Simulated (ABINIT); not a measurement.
# Quasiparticle gap of LiH (Fm-3m) in ABINIT, part 2 of 3

Aim: the G0W0 gap of LiH (Fm-3m) on PBE, step by step.

ABINIT 10.8.3; PBE and many-body steps on it, plane waves. Known limits of the many-body steps: not at the basis limit.

So far. Step 2 (Ground state): The gap is direct, at (0.500, 0.500, 0.000).

The database entry behind the starting cell differs from later determinations by our own check (the deuteride, about 0.2 % short), so it need not match the best structure at ambient conditions.

**3. Bands along the symmetry lines**

Level of this step: DFT, PBE, plane waves, norm-conserving pseudopotentials (ABINIT).

Levels along a band path, at the cheap level, show where the edges lie and whether the meshes to come will hold them.

run.abi

```
acell 3*1.0 Angstrom
rprim 
  0.000000000000 2.036750000000 2.036750000000
  2.036750000000 -0.000000000000 2.036750000000
  2.036750000000 2.036750000000 -0.000000000000
ntypat 2
znucl 3 1
natom 2
typat 1 2
xred 
  0.000000000000 0.000000000000 0.000000000000
  0.500000000000 0.500000000000 0.500000000000
pp_dirpath "pseudos"
pseudos "Li.upf, H.upf"
ecut 33
iscf -2
irdden 1
kptopt 0
nkpt 50
kpt 
  0.00000000 0.00000000 0.00000000
  0.06250000 0.00000000 0.06250000
  0.12500000 0.00000000 0.12500000
  0.18750000 0.00000000 0.18750000
  0.25000000 0.00000000 0.25000000
  0.31250000 0.00000000 0.31250000
  0.37500000 0.00000000 0.37500000
  0.43750000 0.00000000 0.43750000
  0.50000000 0.00000000 0.50000000
  0.51562500 0.03125000 0.51562500
  0.53125000 0.06250000 0.53125000
  0.54687500 0.09375000 0.54687500
  0.56250000 0.12500000 0.56250000
  0.57812500 0.15625000 0.57812500
  0.59375000 0.18750000 0.59375000
  0.60937500 0.21875000 0.60937500
  0.62500000 0.25000000 0.62500000
  0.37500000 0.37500000 0.75000000
  0.32812500 0.32812500 0.65625000
  0.28125000 0.28125000 0.56250000
  0.23437500 0.23437500 0.46875000
  0.18750000 0.18750000 0.37500000
  0.14062500 0.14062500 0.28125000
  0.09375000 0.09375000 0.18750000
  0.04687500 0.04687500 0.09375000
  0.00000000 0.00000000 0.00000000
  0.06250000 0.06250000 0.06250000
  0.12500000 0.12500000 0.12500000
  0.18750000 0.18750000 0.18750000
  0.25000000 0.25000000 0.25000000
  0.31250000 0.31250000 0.31250000
  0.37500000 0.37500000 0.37500000
  0.43750000 0.43750000 0.43750000
  0.50000000 0.50000000 0.50000000
  0.50000000 0.46875000 0.53125000
  0.50000000 0.43750000 0.56250000
  0.50000000 0.40625000 0.59375000
  0.50000000 0.37500000 0.62500000
  0.50000000 0.34375000 0.65625000
  0.50000000 0.31250000 0.68750000
  0.50000000 0.28125000 0.71875000
  0.50000000 0.25000000 0.75000000
  0.50000000 0.21875000 0.71875000
  0.50000000 0.18750000 0.68750000
  0.50000000 0.15625000 0.65625000
  0.50000000 0.12500000 0.62500000
  0.50000000 0.09375000 0.59375000
  0.50000000 0.06250000 0.56250000
  0.50000000 0.03125000 0.53125000
  0.50000000 0.00000000 0.50000000
istwfk *1
nband 9
nbdbuf 2
tolwfr 1e-08
nstep 40
prtwf 0
prtvol 0
indata_prefix "in"
outdata_prefix "out"
tmpdata_prefix "tmp"
```

On the command line:

```
$ OMP_NUM_THREADS=1 mpirun -n 4 abinit run.abi > log
```

Numbers of over 12 decimals in the logs are rounded to 6 here.

Log:

```text
.Version 10.8.3 of ABINIT. v10.8.2 released Aug 2026.

 Symmetries : space group Fm -3 m (#225); Bravais cF (face-center cubic)
[... echo of the input left out ...]
== DATASET  1 ==================================================================
-   mpi_nproc: 4, omp_nthreads: 1 (-1 if OMP is not activated)

--- !DatasetInfo
iteration_state: {dtset: 1, }
dimensions: {natom: 2, nkpt: 50, mband: 9, nsppol: 1, nspinor: 1, nspden: 1, mpw: 1056, }
cutoff_energies: {ecut:  33.0, pawecutdg:  -1.0, }
electrons: {nelect:   4.00000000E+00, charge:   0.00000000E+00, occopt:   1.00000000E+00, tsmear:   1.00000000E-02, }

 Real(R)+Recip(G) space primitive vectors, cartesian coordinates (Bohr,Bohr^-1):
 R(1)=  0.0000000  3.8488997  3.8488997  G(1)= -0.1299073  0.1299073  0.1299073
 R(2)=  3.8488997  0.0000000  3.8488997  G(2)=  0.1299073 -0.1299073  0.1299073
 R(3)=  3.8488997  3.8488997  0.0000000  G(3)=  0.1299073  0.1299073 -0.1299073
 Unit cell volume ucvol=  1.1403542E+02 bohr^3
 Angles (23,13,12)=  6.00000000E+01  6.00000000E+01  6.00000000E+01 degrees

 getcut: wavevector=  0.0000  0.0000  0.0000  ngfft=  30  30  30
         ecut(hartree)=     33.000   => boxcut(ratio)=   2.13368

--- Pseudopotential description ------------------------------------------------
- Li Generated using ONCVPSP code by D. R. Hamann
-  3.00000   3.00000  171031                  znucl, zion, pspdat
12 -101130 1 -1 1944                          pspcod,pspxc,lmax,lloc,mmax
     nproj     2     2
  pspatm : epsatm=    2.74360059
         --- l  ekb(1:nproj) -->
             0   -4.951544   -1.544797
             1   -2.250661   -0.474685
 pspatm: atomic psp has been read  and splines computed

- H Generated using ONCVPSP code by D. R. Hamann
-  1.00000   1.00000  171031                  znucl, zion, pspdat
12 -101130 1 -1 1166                          pspcod,pspxc,lmax,lloc,mmax
     nproj     2     1
  pspatm : epsatm=    0.36186929
         --- l  ekb(1:nproj) -->
             0   -1.701123   -0.534484
             1   -0.503321
 pspatm: atomic psp has been read  and splines computed

--------------------------------------------------------------------------------

================================================================================
 prteigrs : about to open file out_EIG
 Non-SCF case, kpt    1 (  0.00000  0.00000  0.00000), residuals and eigenvalues=
  1.04E-09  5.73E-09  1.06E-09  9.15E-09  1.08E-09  6.52E-09  3.73E-09  6.83E-07
  9.41E-08
 -1.6408E+00 -2.0586E-01  5.5593E-01  6.2682E-01  6.2682E-01  6.2682E-01
[...]
Non-SCF case, kpt    2 (  0.06250  0.00000  0.06250), residuals and eigenvalues=
  4.88E-09  5.09E-09  3.30E-09  6.01E-10  5.35E-10  9.11E-10  8.80E-09  1.05E-07
  1.20E-07
 -1.6407E+00 -2.0249E-01  5.3564E-01  5.9928E-01  5.9928E-01  6.4245E-01
[...]
Non-SCF case, kpt    3 (  0.12500  0.00000  0.12500), residuals and eigenvalues=
  3.91E-09  2.31E-09  2.95E-09  8.49E-10  2.84E-09  5.00E-09  1.54E-09  2.70E-06
  8.58E-09
 -1.6405E+00 -1.9235E-01  4.9312E-01  5.4826E-01  5.4826E-01  6.5630E-01
[...]
Non-SCF case, kpt   49 (  0.50000  0.03125  0.53125), residuals and eigenvalues=
[...]
-1.6390E+00 -1.3086E-02  9.9547E-02  3.6416E-01  3.7742E-01  5.0546E-01
[...]
Non-SCF case, kpt   50 (  0.50000  0.00000  0.50000), residuals and eigenvalues=
[...]
-1.6390E+00 -1.2789E-02  9.8269E-02  3.7629E-01  3.7629E-01  4.9077E-01
[...]
--- !ResultsGS
iteration_state: {dtset: 1, }
comment   : Summary of ground state results
lattice_vectors:
- [  0.0000000,   3.8488997,   3.8488997, ]
- [  3.8488997,  -0.0000000,   3.8488997, ]
- [  3.8488997,   3.8488997,  -0.0000000, ]
lattice_lengths: [   5.44317,    5.44317,    5.44317, ]
lattice_angles: [ 60.000,  60.000,  60.000, ] # degrees, (23, 13, 12)
lattice_volume:   1.1403542E+02
convergence: {deltae:  0.000E+00, res2:  0.000E+00, residm:  9.990E-09, diffor:  0.000E+00, }
etotal    :  -7.81769999E+00
entropy   :   0.00000000E+00
fermie    :  -1.27892219E-02
cartesian_stress_tensor: null
pressure_GPa: null
xred      :
- [  0.0000E+00,   0.0000E+00,   0.0000E+00, Li]
- [  5.0000E-01,   5.0000E-01,   5.0000E-01,  H]
cartesian_forces: null
force_length_stats: {min: null, max: null, mean: null, }

 Integrated electronic density in atomic spheres:
 ------------------------------------------------
 Atom  Sphere_radius  Integrated_density
[...]
================================================================================

 ----iterations are completed or convergence reached----

 Mean square residual over all n,k,spin=   29.651E-10; max=  99.900E-10
 reduced coordinates (array xred) for    2 atoms
       0.000000000000      0.000000000000      0.000000000000
       0.500000000000      0.500000000000      0.500000000000

 cartesian coordinates (angstrom) at end:
    1      0.000000     0.000000     0.000000
    2      2.036750     2.036750     2.036750
 length scales=  1.889726125908  1.889726125908  1.889726125908 bohr
              =  1.000000000000  1.000000000000  1.000000000000 angstroms
 prteigrs : about to open file out_EIG
 Eigenvalues (hartree) for nkpt=  50  k points:
 kpt#   1, nband=  9, wtk=  1.00000, kpt=  0.0000  0.0000  0.0000 (reduced coord)
[...]
kpt#   2, nband=  9, wtk=  1.00000, kpt=  0.0625  0.0000  0.0625 (reduced coord)
[...]
kpt#   3, nband=  9, wtk=  1.00000, kpt=  0.1250  0.0000  0.1250 (reduced coord)
[...]
kpt#  49, nband=  9, wtk=  1.00000, kpt=  0.5000  0.0313  0.5313 (reduced coord)
  -1.63896   -0.01309    0.09955    0.36416    0.37742    0.50546    0.59859    1.20315
   1.22809
 kpt#  50, nband=  9, wtk=  1.00000, kpt=  0.5000  0.0000  0.5000 (reduced coord)
  -1.63897   -0.01279    0.09827    0.37629    0.37629    0.49077    0.59808    1.22697
   1.22753

== END DATASET(S) ==============================================================
================================================================================

 -outvars: echo values of variables after computation  --------
            nband           9
             nkpt          50
          spgroup         225
 [... the other variables as echoed above ...]

 Calculation completed.
```

It took 2.6 s on 4 MPI ranks of Arm Neoverse V1, shared host; peak memory 0.06 GiB; 10 s of CPU time.

This step gave:

```yaml
gap: 3.022 eV
k_of_the_valence_top: 0.5, 0, 0.5
k_of_the_conduction_bottom: 0.5, 0, 0.5
least_direct_gap: 3.022 eV
```

The gap is 3.022 eV, as in the run before at this level.

The electronic bands at the labelled points (eV, zero at the top of the highest filled band; v1 is the highest filled band, c1 the lowest empty one):

| point | v2 | v1 | c1 | c2 | c3 | c4 |
| --- | --- | --- | --- | --- | --- | --- |
| Γ | -44.30 | -5.25 | 15.48 | 17.40 | 17.40 | 17.40 |
| halfway | -44.28 | -3.75 | 10.13 | 12.73 | 12.73 | 15.96 |
| X | -44.25 | 0.00 | 3.02 | 10.59 | 10.59 | 13.70 |
| halfway | -44.25 | -0.08 | 3.30 | 8.96 | 10.86 | 15.50 |
| U | -44.25 | -0.47 | 4.13 | 7.41 | 11.68 | 15.68 |
| jump to K | -44.25 | -0.47 | 4.13 | 7.41 | 11.68 | 15.68 |
| halfway | -44.27 | -3.67 | 9.75 | 9.89 | 15.65 | 16.99 |
| Γ | -44.30 | -5.25 | 15.48 | 17.40 | 17.40 | 17.40 |
| halfway | -44.28 | -4.21 | 9.46 | 14.60 | 16.21 | 16.21 |
| L | -44.26 | -2.49 | 4.80 | 13.25 | 16.07 | 16.07 |
| halfway | -44.26 | -1.61 | 5.00 | 8.66 | 12.93 | 15.97 |
| W | -44.25 | -0.20 | 5.24 | 5.24 | 11.40 | 17.12 |
| halfway | -44.25 | -0.10 | 3.58 | 7.93 | 10.99 | 16.83 |
| X | -44.25 | 0.00 | 3.02 | 10.59 | 10.59 | 13.70 |

The electronic bands as a text plot (rows in eV, shown from -8.0 to 9.0 only):

```
    8.7 |              ++     ++                      +       +
    8.0 |       ++       +    ++             ++              +
    7.2 |                 ++++                         +
    6.5 |                   ++                 +        +   +
    5.8 |         +                                      + +
    5.1 |                  +                    +++++++++++
    4.4 |                 +                                ++
    3.7 |          ++   ++                                   +
    3.0 |            +++                                      +++
    2.3 |
    1.6 |
    0.9 |
    0.2 |            ****                                  ******
   -0.6 |          **    **                             ***
   -1.3 |                  *                          **
   -2.0 |         *         **                      **
   -2.7 |       **            **                ****
   -3.4 |                       *            ***
   -4.1 |    ***                 **         *
   -4.8 | ***                      ***   ***
   -5.5 |*                            ***
   -6.2 |
   -6.9 |
   -7.6 |
         Γ           X  U|K            Γ         L        W     X
```

**4. Empty states on the mesh, 6×6×6 mesh, 37 bands**

The sums over transitions need many empty states on a uniform mesh; this step solves for them.

run.abi

```
acell 3*1.0 Angstrom
rprim 
  0.000000000000 2.036750000000 2.036750000000
  2.036750000000 -0.000000000000 2.036750000000
  2.036750000000 2.036750000000 -0.000000000000
ntypat 2
znucl 3 1
natom 2
typat 1 2
xred 
  0.000000000000 0.000000000000 0.000000000000
  0.500000000000 0.500000000000 0.500000000000
pp_dirpath "pseudos"
pseudos "Li.upf, H.upf"
ecut 33
ngkpt 6 6 6
nshiftk 1
shiftk 0 0 0
kptopt 1
chksymbreak 0
irdden 1
istwfk *1
nband 37
prtvol 0
optdriver 6
gwr_task "HDIAGO"
paral_kgb 0
occopt 1
indata_prefix "in"
outdata_prefix "out"
tmpdata_prefix "tmp"
```

Log:

```text
[banner, memory and clock lines left out]
.Version 10.8.3 of ABINIT. v10.8.2 released Aug 2026.

 Symmetries : space group Fm -3 m (#225); Bravais cF (face-center cubic)
[... echo of the input left out ...]
== DATASET  1 ==================================================================
-   mpi_nproc: 4, omp_nthreads: 1 (-1 if OMP is not activated)

--- !DatasetInfo
iteration_state: {dtset: 1, }
dimensions: {natom: 2, nkpt: 16, mband: 37, nsppol: 1, nspinor: 1, nspden: 1, mpw: 1056, }
cutoff_energies: {ecut:  33.0, pawecutdg:  -1.0, }
electrons: {nelect:   4.00000000E+00, charge:   0.00000000E+00, occopt:   1.00000000E+00, tsmear:   1.00000000E-02, }

.Using double precision arithmetic; gwpc =  8

- Reading GS density from: in_DEN

--- Pseudopotential description ------------------------------------------------
- Li Generated using ONCVPSP code by D. R. Hamann
-  3.00000   3.00000  171031                  znucl, zion, pspdat
12 -101130 1 -1 1944                          pspcod,pspxc,lmax,lloc,mmax
     nproj     2     2
  pspatm : epsatm=    2.74360059
         --- l  ekb(1:nproj) -->
             0   -4.951544   -1.544797
             1   -2.250661   -0.474685
 pspatm: atomic psp has been read  and splines computed

- H Generated using ONCVPSP code by D. R. Hamann
-  1.00000   1.00000  171031                  znucl, zion, pspdat
12 -101130 1 -1 1166                          pspcod,pspxc,lmax,lloc,mmax
     nproj     2     1
  pspatm : epsatm=    0.36186929
         --- l  ekb(1:nproj) -->
             0   -1.701123   -0.534484
             1   -0.503321
 pspatm: atomic psp has been read  and splines computed

   1.24218795E+01                                ecore*ucvol(ha*bohr**3)

 Total charge density [el/Bohr^3]
)     Maximum=    2.7888E+00  at reduced coord.    0.0000    0.0000    0.0000
)     Minimum=    6.8615E-03  at reduced coord.    0.2667    0.2333    0.2333
   Integrated=    4.0000E+00

 === KS gaps after direct diagonalization ===
 Direct band gap semiconductor
 Fundamental gap:     3.022 (eV)
   VBM:    -0.348 (eV) at k: [ 5.0000E-01,  5.0000E-01,  0.0000E+00]
   CBM:     2.674 (eV) at k: [ 5.0000E-01,  5.0000E-01,  0.0000E+00]
 Direct gap:         3.022 (eV) at k: [ 5.0000E-01,  5.0000E-01,  0.0000E+00]

== END DATASET(S) ==============================================================

 -outvars: echo values of variables after computation  --------
           etotal      0.0000000000E+00
            nband          37
             nkpt          16
          spgroup         225
 [... the other variables as echoed above ...]

 Calculation completed.
```

Wall time 6.5 s (4 MPI ranks); peak memory 0.52 GiB; 25 s of CPU time.

Numbers from this step:

| Quantity | Value |
| --- | --- |
| gap | 3.022 eV |
| k of the valence top | 0.5, 0.5, 0 |
| k of the conduction bottom | 0.5, 0.5, 0 |
| least direct gap | 3.022 eV |
| k points computed | 16 |
| lowest point of the top converged band, above the valence top | 67.6084 eV |

On this mesh the gap is 3.022 eV.

**5. Screening, 6×6×6 mesh, 29 bands, screening to 108.8 eV**

The RPA dielectric matrix is built and inverted for each q.

This step: RPA screening on PBE, plane waves, norm-conserving pseudopotentials.

Edit run.abi of step 4 so:

```diff
@@ -20,10 +20,11 @@
 chksymbreak 0
-irdden 1
 istwfk *1
-nband 37
-prtvol 0
-optdriver 6
-gwr_task "HDIAGO"
-paral_kgb 0
 occopt 1
+irdwfk 1
+optdriver 3
+nband 29
+ecuteps 4
+inclvkb 2
+awtr 1
+symchi 1
 indata_prefix "in"
```

Log:

```text
.Version 10.8.3 of ABINIT. v10.8.2 released Aug 2026.

 Symmetries : space group Fm -3 m (#225); Bravais cF (face-center cubic)
[... echo of the input left out ...]
== DATASET  1 ==================================================================
-   mpi_nproc: 4, omp_nthreads: 1 (-1 if OMP is not activated)

--- !DatasetInfo
iteration_state: {dtset: 1, }
dimensions: {natom: 2, nkpt: 16, mband: 29, nsppol: 1, nspinor: 1, nspden: 1, mpw: 1056, }
cutoff_energies: {ecut:  33.0, pawecutdg:  -1.0, }
electrons: {nelect:   4.00000000E+00, charge:   0.00000000E+00, occopt:   1.00000000E+00, tsmear:   1.00000000E-02, }

 SCREENING: Calculation of the susceptibility and dielectric matrices

 Based on a program developped by R.W. Godby, V. Olevano, G. Onida, and L. Reining.
 Incorporated in ABINIT by V. Olevano, G.-M. Rignanese, and M. Torrent.
.Using double precision arithmetic ; gwpc =  8

[... cell and pseudopotentials left out ...]
--------------------------------------------------------------------------------

 ==== K-mesh for the wavefunctions ====
 Number of points in the irreducible wedge :    16
[... list of points left out ...]
 Together with 48 symmetry operations and time-reversal symmetry
 yields   216 points in the full Brillouin Zone.

 ==== Q-mesh for the screening function ====
 Number of points in the irreducible wedge :    16
[... list of points left out ...]
 Together with 48 symmetry operations and time-reversal symmetry
 yields   216 points in the full Brillouin Zone.

 setmesh: FFT mesh size selected  =    20x   20x   20
          total number of points  =         8000

 vcoul_init : cutoff-mode = AUXILIARY_FUNCTION
 q-points for optical limit:   1
     1)      0.000010    0.000020    0.000030

- screening: taking advantage of time-reversal symmetry
- Maximum band index for partially occupied states nbvw = 2
- Remaining bands to be divided among processors   nbcw = 27
- Number of bands treated by each node ~6

 Number of electrons calculated from density =    4.0000; Expected =    4.0000
 average of density, n =  0.035077
 r_s =    1.8951
 omega_plasma =   18.0662 [eV]

 calculating chi0 at frequencies [eV] :
  1    0.000000E+00    0.000000E+00
  2    0.000000E+00    1.806615E+01

--------------------------------------------------------------------------------
  q-point number  1        q = ( 0.000000, 0.000000, 0.000000) [r.l.u.]
--------------------------------------------------------------------------------
[... chi0 elements left out ...]
 For q-point:  0.000010 0.000020 0.000030
  dielectric constant =   4.1820
  dielectric constant without local fields =   4.5857

  Average fulfillment of the sum rule on Im[epsilon] for q-point    1 :     69.92  [%]
[... wings left out ...]
  q-point number  2        q = ( 0.166667, 0.000000, 0.000000) [r.l.u.]
--------------------------------------------------------------------------------
[... chi0 elements left out ...]
  Average fulfillment of the sum rule on Im[epsilon] for q-point    2 :     85.24  [%]

 [... 14 further q-points ...]
```

Elapsed: 3.2 s, on 4 MPI ranks; peak memory 0.39 GiB.

This step gave:

* ε∞ with local fields, on this mesh, along the program's q direction: 4.182
* the same without local fields: 4.586
* plasma frequency: 18.07 eV
* plane waves in the screening matrix: 59

Local fields lower ε∞ by 9 %.

(Continued in part 3 of 3.)

[Paths, hosts, dates, memory and timing lines, banners, echoed tables and standing remarks are left out of the program output.]

[Logs are printed without paths, hosts, clocks, repeated set-up lines and the standing remarks that a program may print on its own settings, such as how far it seeks lower states.]

[Runs of the session that timed out or met a known fault of the program may be left out.]

[Hosts, paths, dates, database ids (printed as entryN), source tags and the programs' standing remarks are cut or masked in the printed files.]

[G0W0 gaps are taken among the corrected bands and points alone; a level outside them can change the order at an edge.]

[Where Ansatz stands beside ABINIT at settings called matched, ABINIT's density can come from a denser mesh and the files from another edition; pairs whose starting gaps differed by over 0.03 eV were left out, so agreement reads better than it is.]
